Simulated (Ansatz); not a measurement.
## How Nb(110) screens a field

Wanted: the response of a Nb(110) slab to a perpendicular field.

Main program and level: Ansatz 0.2.0; plane-wave DFT, PBE, Ansatz PAW.

**1. The starting structure**

The cell holds 5 atoms: 5 Nb. Its edges and angles: a = 2.858 Å, b = 2.858 Å, c = 27.334 Å, α = 90.0°, β = 90.0°, γ = 70.5°. Vacuum lies along c.

**2. Atoms held, field 0**

A sawtooth potential applies the field, turning back in the middle of the vacuum. With the dipole correction the typed value is the field outside the slab. The induced dipole is small, so the SCF threshold is tight.

The input, input.yaml:

```yaml
crystal:
  lattice:
    - [2.3334523779, -1.65, 0.0]
    - [2.3334523779, 1.65, 0.0]
    - [0.0, 0.0, 27.3338095117]
  atoms:
    - { symbol: Nb, position: [0.0, 0.0, 0.3292625565] }
    - { symbol: Nb, position: [0.5, 0.5, 0.4146312783] }
    - { symbol: Nb, position: [0.0, 0.0, 0.5] }
    - { symbol: Nb, position: [0.5, 0.5, 0.5853687217] }
    - { symbol: Nb, position: [0.0, 0.0, 0.6707374435] }
kpoints:
  mp_grid: { grid: [18, 18, 1] }
hamiltonian:
  xc: pbe
scf:
  occupations: { method: fermi_dirac, width: 0.1 }
  convergence: { dr2_threshold: 1.0e-10 }
efield:
  axis: 3
  dipole_correction: true
  ramp_position: 0.97
  ramp_width: 0.06
  amplitude: 0
output:
  forces: true
  write_potential: true
  write_density: true
  volumetric_format: npy
```

On the command line:

```
$ ansatz run input.yaml --threads 2 --pin off --max-ram 3072MiB --backend cpu --events-out ev --progress --plain --runs-dir out
```

Numbers of over 12 decimals in the logs are rounded to 6 here.

The program printed:

```text
Engine: ansatz 0.2.0, aarch64-unknown-linux-gnu
Pseudopotentials: kind: paw
Pseudopotential: Nb, paw, valence charge 13, recommended cutoff 420 eV (normal), Nb.paw.azcp
Functional definition: PBE
  parameter kappa = 0.804
  parameter beta = 0.066725
  exchange = pbe_x(kappa = kappa, mu = beta*pi^2/3)
  correlation = pbe_c(beta = beta)
Crystal: 5 atoms, lattice volume = 210.481 Å³
Basis set: ecut = 420 eV, 4137 PW (Γ), exchange–correlation on 40×40×384 points (8 copies of the dense FFT grid, shifted against one another)
Bands: 39, of which v1, the nominal top of the filled ones, is band 33 counted from 1 (32 counted from 0)
Symmetry: 4 space group operations
k-points: 91 of 324
Non-local potential: Nb, projectors of the file, l = 0: 3, l = 1: 2, l = 2: 2, l = 3: 1
PAW form: soft (Blöchl's): semilocal exchange-correlation on the pseudo side does not see the compensation charge
PAW one-centre angular grid: Nb, 590 points (default); XC on 64 Gauss nodes
Initial density: superposition of atomic densities (neutral atoms: chi_scale 0, normalization atom), corrected by the library's trained network
Initial wavefunctions: pseudopotential atomic-orbital guess
Functional: x = pbe(κ = 0.804, μ = 0.219515), c = pbe(β = 0.066725)
SCF iter   1: F=—  HF=-22759.714862 eV  |F-HF|=—  |Δ(HF+E_count)|=         —  Δρ=1.34e-2  dr2=1.06e1  ethr=1.77e-3  p=0.000 e·Å  D=6.62e-14 V/Å  ΔV_dip=-0.00 eV  dr2_dipole=1.42e-6  V_vac-E_F(+/−)=4.98/4.98 eV  ⟨swp⟩=8.1  Hψ=16787  notcnv=0
efield: sawtooth ramp at fractional position 0.9700 (set: `efield.ramp_position`, or a place that a band, a saddle search or an elastic batch's reference lends), width 0.0600; the density the first Hamiltonian is built on has a dipole p = 0.000 e·Å; the dipole correction subtracts the counter field D = 6.62e-14 V/Å, which shifts the + side's vacuum level by -0.00 eV against the − side's; the planar-averaged density in the ramp window peaks in size at 2.4e-6 e/Å³
preconditioner: auto → LDOS  [metal: Δε(μ)=0.004 eV  Ē_g=3.280 eV  σ=0.100 eV  W_gap=0.01  n_scr=18 (ndim 8)  ℏωp=12.8 eV  f_vac=0.507  D(μ)=6.79/eV (n_scr^D=40)  β→1.0]
SCF iter   2: F=—  HF=-22759.502495 eV  |F-HF|=—  |Δ(HF+E_count)|=   2.12e-1  Δρ=2.45e-3  dr2=2.26e-2  ethr=1.77e-3  p=-0.000 e·Å  D=-3.08e-5 V/Å  ΔV_dip=0.00 eV  dr2_dipole=3.08e-7  V_vac-E_F(+/−)=4.56/4.56 eV  ⟨swp⟩=2.5  Hψ=4626  notcnv=0
SCF iter   3: F=—  HF=-22759.503729 eV  |F-HF|=—  |Δ(HF+E_count)|=   1.23e-3  Δρ=9.96e-4  dr2=1.14e-2  ethr=3.48e-5  p=-0.000 e·Å  D=-4.10e-6 V/Å  ΔV_dip=0.00 eV  dr2_dipole=8.40e-13  V_vac-E_F(+/−)=4.57/4.57 eV  ⟨swp⟩=2.3  Hψ=6294  notcnv=0
SCF iter   4: F=—  HF=-22759.503206 eV  |F-HF|=—  |Δ(HF+E_count)|=   5.23e-4  Δρ=2.36e-4  dr2=9.44e-4  ethr=1.75e-5  p=-0.000 e·Å  D=-3.29e-6 V/Å  ΔV_dip=0.00 eV  dr2_dipole=2.67e-12  V_vac-E_F(+/−)=4.56/4.56 eV  ⟨swp⟩=1.6  Hψ=4373  notcnv=0
SCF iter   5: F=—  HF=-22759.503236 eV  |F-HF|=—  |Δ(HF+E_count)|=   3.02e-5  Δρ=5.00e-5  dr2=2.42e-5  ethr=1.45e-6  p=-0.000 e·Å  D=-1.09e-6 V/Å  ΔV_dip=0.00 eV  dr2_dipole=2.87e-10  V_vac-E_F(+/−)=4.55/4.55 eV  ⟨swp⟩=1.6  Hψ=4036  notcnv=0
SCF iter   6: F=—  HF=-22759.503238 eV  |F-HF|=—  |Δ(HF+E_count)|=   1.69e-6  Δρ=1.78e-5  dr2=7.58e-7  ethr=3.72e-8  p=-0.000 e·Å  D=-7.73e-7 V/Å  ΔV_dip=0.00 eV  dr2_dipole=3.93e-14  V_vac-E_F(+/−)=4.55/4.55 eV  ⟨swp⟩=2.4  Hψ=5189  notcnv=0
SCF iter   7: F=—  HF=-22759.503231 eV  |F-HF|=—  |Δ(HF+E_count)|=   7.34e-6  Δρ=6.74e-6  dr2=2.00e-7  ethr=1.17e-9  p=-0.000 e·Å  D=-1.78e-7 V/Å  ΔV_dip=0.00 eV  dr2_dipole=5.98e-12  V_vac-E_F(+/−)=4.55/4.55 eV  ⟨swp⟩=2.8  Hψ=6775  notcnv=0
SCF iter   8: F=—  HF=-22759.503231 eV  |F-HF|=—  |Δ(HF+E_count)|=   1.37e-8  Δρ=1.92e-6  dr2=2.77e-8  ethr=3.08e-10  p=-0.000 e·Å  D=-1.13e-7 V/Å  ΔV_dip=0.00 eV  dr2_dipole=2.34e-13  V_vac-E_F(+/−)=4.55/4.55 eV  ⟨swp⟩=2.4  Hψ=6192  notcnv=0
SCF iter   9: F=—  HF=-22759.503231 eV  |F-HF|=—  |Δ(HF+E_count)|=   1.27e-8  Δρ=5.23e-7  dr2=6.77e-10  ethr=4.26e-11  p=-0.000 e·Å  D=-4.25e-8 V/Å  ΔV_dip=0.00 eV  dr2_dipole=2.94e-14  V_vac-E_F(+/−)=4.55/4.55 eV  ⟨swp⟩=2.4  Hψ=5619  notcnv=0
SCF iter  10: F=-22759.503231 eV  HF=-22759.503231 eV  |F-HF|=1.49e-10  |Δ(HF+E_count)|=   1.82e-9  Δρ=1.50e-7  dr2=7.43e-11  ethr=1.00e-12  p=-0.000 e·Å  D=-1.75e-8 V/Å  ΔV_dip=0.00 eV  dr2_dipole=2.96e-14  V_vac-E_F(+/−)=4.55/4.55 eV  ⟨swp⟩=11.4  Hψ=23224  notcnv=0
SCF 1 converged in 10 iterations: F = -22759.503231 eV  dr2 = 7.43e-11
  greatest PAW one-centre occupation: 0.998 electrons in one spin orbital (limit 2), on the Nb atom at site 1 (counted from 0), in its partial waves of l = 0
WARN: The output density's exchange-correlation potential varies sharply where the density is thin. Do not read a vacuum level from v_tot or v_xc, or from such a field of the output density. On a cell that repeats whose density bears no net charge and no dipole along the vacuum's axis use v_es (v_loc + v_h of the components); under efield.dipole_correction with no amplitude use v_es + v_field, which holds any externa [...]
SCF converged after 10 iterations
Free energy (F): -22759.503231 eV
Harris-Foulkes:  -22759.503231 eV  (|F-HF|=1.49e-10)
Internal energy: -22759.267996 eV  (E = F + TS)
E sigma→0 (E₀):  -22759.385613 eV
Entropy (-TS):   -0.235234 eV (-47.047 meV/atom)
Fermi energy:    5.162873 eV
Dipole field:    D = -0.000000 V/Å  (p = -0.000000 e·Å, saw-weighted, corrected)
Work function:   Φ+ = 4.5505 eV   Φ− = 4.5505 eV
Levels:          The Fermi level and band energies are counted from a zero that moves with the ramp; work functions are not
--- Per-component energies (eV) ---
  E_band       = -1161.946450
  E_kinetic    = 1969.284422
  E_local      = -79152.303752  (includes V_loc(G=0)·N_el)
  E_nonlocal   = 601.403642
  E_hartree    = 38509.521450
  E_xc         = -874.736627
  E_vxc        = -1060.734346  (∫ρ·V_xc dr)
  E_paw        = -15367.345006  (= ΣΔE_a)
  E_vpaw       = -538.639663  (= ΣTr[D̂ρ^β])
  E_aug_tail   = 0.000033  (compensation charges beyond the density's cutoff)
  E_efield     = 0.000000  (sawtooth field / dipole correction)
  E_vefield    = 0.000000  (∫n·V_field dr)
  E_ewald      = 31554.907842
  E_smearing   = -0.235234  (= −TS)
  E_closure    = 0.000000  (closes the sum)
  Σ components = -22759.503231   (vs F -22759.503231, Δ=0.00e0)
--- Forces (eV/Å), atoms counted from 1 ---
  atom   1  Nb     0.00000000     0.00000000     0.31322551
  atom   2  Nb     0.00000000     0.00000000    -0.37928199
  atom   3  Nb     0.00000000     0.00000000    -0.00000017
  atom   4  Nb     0.00000000     0.00000000     0.37928226
  atom   5  Nb     0.00000000     0.00000000    -0.31322573
  max |Σ_I F_I| component: 1.13e-7 eV/Å
--- Band table (eV; the first three rows and the last of 91) ---
  k-point 0: bands = [... 29 lower, 4.8108, 4.8470, 5.2716, 5.3068, 5.4124, 5.7641, 5.9788, 6.5552, ... 2 higher]
  k-point 1: bands = [... 29 lower, 4.7965, 4.8540, 5.1656, 5.2943, 5.4302, 5.7951, 5.8414, 6.6326, ... 2 higher]
  k-point 2: bands = [... 29 lower, 4.6937, 4.8594, 4.9692, 5.1657, 5.5106, 5.6270, 5.8863, 6.2098, ... 2 higher]
  k-point 90: bands = [... 29 lower, 4.6306, 5.0586, 6.0426, 6.9324, 6.9848, 7.0412, 7.8471, 7.9420, ... 2 higher]
```

Elapsed: 43 s, on 2 threads of Arm Neoverse V1, shared host; peak memory 0.74 GiB.

Numbers from this step:

```yaml
energy_at_zero_smearing: -22759.3856 eV
work_function_upper_face: 4.551 eV
dipole_along_the_normal: -2.83e-7 e·Å
```

Running mean over 2.333 Å of the planar mean; the ramp of the sawtooth is left out. Table of electron's electrostatic potential energy less the Fermi level by z:

```
z (Å)  electron's electrostatic potential energy less the Fermi level (eV)
  3.5                                                                 4.55
  4.0                                                                 4.55
  4.5                                                                 4.54
  5.0                                                                 4.53
  5.5                                                                 4.49
  6.0                                                                 4.36
  6.5                                                                 3.97
  7.0                                                                 2.81
  7.5                                                               -0.525
  8.0                                                                -5.86
  8.5                                                                -9.85
  9.0                                                                -11.0
  9.5                                                                -11.1
 10.0                                                                -11.0
 10.5                                                                -10.9
 11.0                                                                -10.9
 11.5                                                                -10.9
 12.0                                                                -10.9
 12.5                                                                -10.9
 13.0                                                                -10.9
 13.5                                                                -10.9
 14.0                                                                -10.9
 14.5                                                                -10.9
 15.0                                                                -10.9
 15.5                                                                -10.9
 16.0                                                                -10.9
 16.5                                                                -10.9
 17.0                                                                -10.9
 17.5                                                                -11.0
 18.0                                                                -11.1
 18.5                                                                -10.9
 19.0                                                                -8.85
 19.5                                                                -4.05
 20.0                                                                0.898
 20.5                                                                 3.36
 21.0                                                                 4.15
 21.5                                                                 4.42
 22.0                                                                 4.51
 22.5                                                                 4.54
 23.0                                                                 4.55
 23.5                                                                 4.55
 24.0                                                                 4.55
```

Force by atom:

```
atom  x (eV/Å)  y (eV/Å)  z (eV/Å)   size
 Nb1     0.000     0.000     0.313  0.313
 Nb2     0.000     0.000    -0.379  0.379
 Nb3     0.000     0.000     0.000  0.000
 Nb4     0.000     0.000     0.379  0.379
 Nb5     0.000     0.000    -0.313  0.313
```

The work function of the upper face is 4.55 eV.

**3. Single point, field 0.05 V/Å**

input.yaml, as its differences from that of step 2:

```diff
@@ -23,3 +23,3 @@
   ramp_width: 0.06
-  amplitude: 0
+  amplitude: 0.05
 output:
```

The program printed:

```text
[...]
Crystal: 5 atoms, lattice volume = 210.481 Å³
Basis set: ecut = 420 eV, 4137 PW (Γ), exchange–correlation on 40×40×384 points (8 copies of the dense FFT grid, shifted against one another)
Bands: 39, of which v1, the nominal top of the filled ones, is band 33 counted from 1 (32 counted from 0)
Symmetry: 4 space group operations
k-points: 91 of 324
[...]
k-point 0: bands = [... 29 lower, 4.8106, 4.8472, 5.2714, 5.3066, 5.4123, 5.7639, 5.9786, 6.5550, ... 2 higher]
  k-point 1: bands = [... 29 lower, 4.7964, 4.8539, 5.1655, 5.2941, 5.4300, 5.7949, 5.8412, 6.6324, ... 2 higher]
  k-point 2: bands = [... 29 lower, 4.6935, 4.8592, 4.9690, 5.1655, 5.5104, 5.6268, 5.8862, 6.2096, ... 2 higher]
  k-point 90: bands = [... 29 lower, 4.6304, 5.0584, 6.0425, 6.9322, 6.9846, 7.0410, 7.8469, 7.9418, ... 2 higher]
[key lines of the parts left out:]
SCF converged after 13 iterations
Free energy (F): -22759.503958 eV
Fermi energy:    5.162687 eV
Dipole field:    D = 0.025030 V/Å  (p = 0.029114 e·Å, saw-weighted, corrected)
```

Wall time 54 s (2 threads); peak memory 0.72 GiB.

The dipole is 0.0291 e·Å.

**4. Atoms held, field -0.05 V/Å**

input.yaml, as its differences from that of step 3:

```diff
@@ -23,3 +23,3 @@
   ramp_width: 0.06
-  amplitude: 0.05
+  amplitude: -0.05
 output:
```

The program printed:

```text
[...]
Crystal: 5 atoms, lattice volume = 210.481 Å³
Basis set: ecut = 420 eV, 4137 PW (Γ), exchange–correlation on 40×40×384 points (8 copies of the dense FFT grid, shifted against one another)
Bands: 39, of which v1, the nominal top of the filled ones, is band 33 counted from 1 (32 counted from 0)
Symmetry: 4 space group operations
k-points: 91 of 324
[...]
k-point 0: bands = [... 29 lower, 4.8106, 4.8472, 5.2714, 5.3066, 5.4123, 5.7639, 5.9786, 6.5550, ... 2 higher]
  k-point 1: bands = [... 29 lower, 4.7964, 4.8539, 5.1655, 5.2941, 5.4300, 5.7949, 5.8412, 6.6324, ... 2 higher]
  k-point 2: bands = [... 29 lower, 4.6935, 4.8592, 4.9690, 5.1655, 5.5104, 5.6268, 5.8862, 6.2096, ... 2 higher]
  k-point 90: bands = [... 29 lower, 4.6304, 5.0584, 6.0425, 6.9322, 6.9846, 7.0410, 7.8469, 7.9418, ... 2 higher]
[key lines of the parts left out:]
SCF converged after 13 iterations
Free energy (F): -22759.503958 eV
Fermi energy:    5.162687 eV
Dipole field:    D = -0.025030 V/Å  (p = -0.029115 e·Å, saw-weighted, corrected)
```

Wall time 53 s (2 threads); peak memory 0.73 GiB; 1.8 min of CPU time.

The dipole is -0.0291 e·Å.

**5. Single point, field 0.1 V/Å**

input.yaml, as its differences from that of step 4:

```diff
@@ -23,3 +23,3 @@
   ramp_width: 0.06
-  amplitude: -0.05
+  amplitude: 0.1
 output:
```

The program printed:

```text
[...]
Crystal: 5 atoms, lattice volume = 210.481 Å³
Basis set: ecut = 420 eV, 4137 PW (Γ), exchange–correlation on 40×40×384 points (8 copies of the dense FFT grid, shifted against one another)
Bands: 39, of which v1, the nominal top of the filled ones, is band 33 counted from 1 (32 counted from 0)
Symmetry: 4 space group operations
k-points: 91 of 324
[...]
k-point 0: bands = [... 29 lower, 4.8101, 4.8475, 5.2708, 5.3061, 5.4117, 5.7634, 5.9781, 6.5545, ... 2 higher]
  k-point 1: bands = [... 29 lower, 4.7962, 4.8537, 5.1649, 5.2936, 5.4295, 5.7942, 5.8408, 6.6317, ... 2 higher]
  k-point 2: bands = [... 29 lower, 4.6932, 4.8587, 4.9685, 5.1650, 5.5099, 5.6263, 5.8857, 6.2091, ... 2 higher]
  k-point 90: bands = [... 29 lower, 4.6298, 5.0579, 6.0419, 6.9317, 6.9841, 7.0405, 7.8464, 7.9413, ... 2 higher]
[key lines of the parts left out:]
SCF converged after 13 iterations
Free energy (F): -22759.506142 eV
Fermi energy:    5.162170 eV
Dipole field:    D = 0.050062 V/Å  (p = 0.058232 e·Å, saw-weighted, corrected)
```

Elapsed: 53 s, on 2 threads; peak memory 0.73 GiB.

The dipole is 0.0582 e·Å.

**6. Atoms held, field -0.1 V/Å**

input.yaml, as its differences from that of step 5:

```diff
@@ -23,3 +23,3 @@
   ramp_width: 0.06
-  amplitude: 0.1
+  amplitude: -0.1
 output:
```

The program printed:

```text
[...]
Crystal: 5 atoms, lattice volume = 210.481 Å³
Basis set: ecut = 420 eV, 4137 PW (Γ), exchange–correlation on 40×40×384 points (8 copies of the dense FFT grid, shifted against one another)
Bands: 39, of which v1, the nominal top of the filled ones, is band 33 counted from 1 (32 counted from 0)
Symmetry: 4 space group operations
k-points: 91 of 324
[...]
k-point 0: bands = [... 29 lower, 4.8101, 4.8475, 5.2708, 5.3061, 5.4117, 5.7634, 5.9781, 6.5545, ... 2 higher]
  k-point 1: bands = [... 29 lower, 4.7962, 4.8537, 5.1649, 5.2936, 5.4295, 5.7942, 5.8408, 6.6317, ... 2 higher]
  k-point 2: bands = [... 29 lower, 4.6932, 4.8587, 4.9685, 5.1650, 5.5099, 5.6263, 5.8857, 6.2091, ... 2 higher]
  k-point 90: bands = [... 29 lower, 4.6298, 5.0579, 6.0419, 6.9317, 6.9841, 7.0405, 7.8464, 7.9413, ... 2 higher]
[key lines of the parts left out:]
SCF converged after 13 iterations
Free energy (F): -22759.506142 eV
Fermi energy:    5.162170 eV
Dipole field:    D = -0.050063 V/Å  (p = -0.058233 e·Å, saw-weighted, corrected)
```

It took 53 s on 2 threads; peak memory 0.72 GiB.

The dipole is -0.0582 e·Å.

**7. Single point, field 0.2 V/Å**

input.yaml, as its differences from that of step 6:

```diff
@@ -23,3 +23,3 @@
   ramp_width: 0.06
-  amplitude: -0.1
+  amplitude: 0.2
 output:
```

The program printed:

```text
[...]
Crystal: 5 atoms, lattice volume = 210.481 Å³
Basis set: ecut = 420 eV, 4137 PW (Γ), exchange–correlation on 40×40×384 points (8 copies of the dense FFT grid, shifted against one another)
Bands: 39, of which v1, the nominal top of the filled ones, is band 33 counted from 1 (32 counted from 0)
Symmetry: 4 space group operations
k-points: 91 of 324
[...]
k-point 0: bands = [... 29 lower, 4.8080, 4.8488, 5.2687, 5.3040, 5.4097, 5.7613, 5.9758, 6.5524, ... 2 higher]
  k-point 1: bands = [... 29 lower, 4.7953, 4.8528, 5.1628, 5.2915, 5.4275, 5.7916, 5.8392, 6.6291, ... 2 higher]
  k-point 2: bands = [... 29 lower, 4.6920, 4.8566, 4.9664, 5.1629, 5.5076, 5.6240, 5.8838, 6.2071, ... 2 higher]
  k-point 90: bands = [... 29 lower, 4.6277, 5.0558, 6.0398, 6.9296, 6.9821, 7.0384, 7.8443, 7.9392, ... 2 higher]
[key lines of the parts left out:]
SCF converged after 13 iterations
Free energy (F): -22759.514878 eV
Fermi energy:    5.160091 eV
Dipole field:    D = 0.100144 V/Å  (p = 0.116486 e·Å, saw-weighted, corrected)
```

Wall time 53 s (2 threads); peak memory 0.73 GiB; 1.8 min of CPU time.

The dipole is 0.116 e·Å.

**8. Atoms held, field -0.2 V/Å**

input.yaml, as its differences from that of step 7:

```diff
@@ -23,3 +23,3 @@
   ramp_width: 0.06
-  amplitude: 0.2
+  amplitude: -0.2
 output:
```

The program printed:

```text
[...]
Crystal: 5 atoms, lattice volume = 210.481 Å³
Basis set: ecut = 420 eV, 4137 PW (Γ), exchange–correlation on 40×40×384 points (8 copies of the dense FFT grid, shifted against one another)
Bands: 39, of which v1, the nominal top of the filled ones, is band 33 counted from 1 (32 counted from 0)
Symmetry: 4 space group operations
k-points: 91 of 324
[...]
k-point 0: bands = [... 29 lower, 4.8080, 4.8488, 5.2687, 5.3040, 5.4097, 5.7613, 5.9758, 6.5524, ... 2 higher]
  k-point 1: bands = [... 29 lower, 4.7953, 4.8528, 5.1628, 5.2915, 5.4275, 5.7916, 5.8392, 6.6291, ... 2 higher]
  k-point 2: bands = [... 29 lower, 4.6920, 4.8566, 4.9664, 5.1629, 5.5076, 5.6240, 5.8838, 6.2071, ... 2 higher]
  k-point 90: bands = [... 29 lower, 4.6277, 5.0558, 6.0398, 6.9296, 6.9821, 7.0384, 7.8443, 7.9392, ... 2 higher]
[key lines of the parts left out:]
SCF converged after 13 iterations
Free energy (F): -22759.514878 eV
Fermi energy:    5.160091 eV
Dipole field:    D = -0.100144 V/Å  (p = -0.116487 e·Å, saw-weighted, corrected)
```

It took 53 s on 2 threads; peak memory 0.73 GiB.

The dipole is -0.116 e·Å.

[end of part 1 of 2]

[Logs are printed without paths, hosts, clocks, repeated set-up lines and the standing remarks that a program may print on its own settings, such as how far it seeks lower states.]

[Hosts, paths, dates, database ids (printed as entryN), source tags and the programs' standing remarks are cut or masked in the printed files.]

[Maps of the electrostatic potential energy from Ansatz leave out the sawtooth potential of an applied field or a dipole correction, so their vacuum need not be flat; planar profiles and work functions include it.]
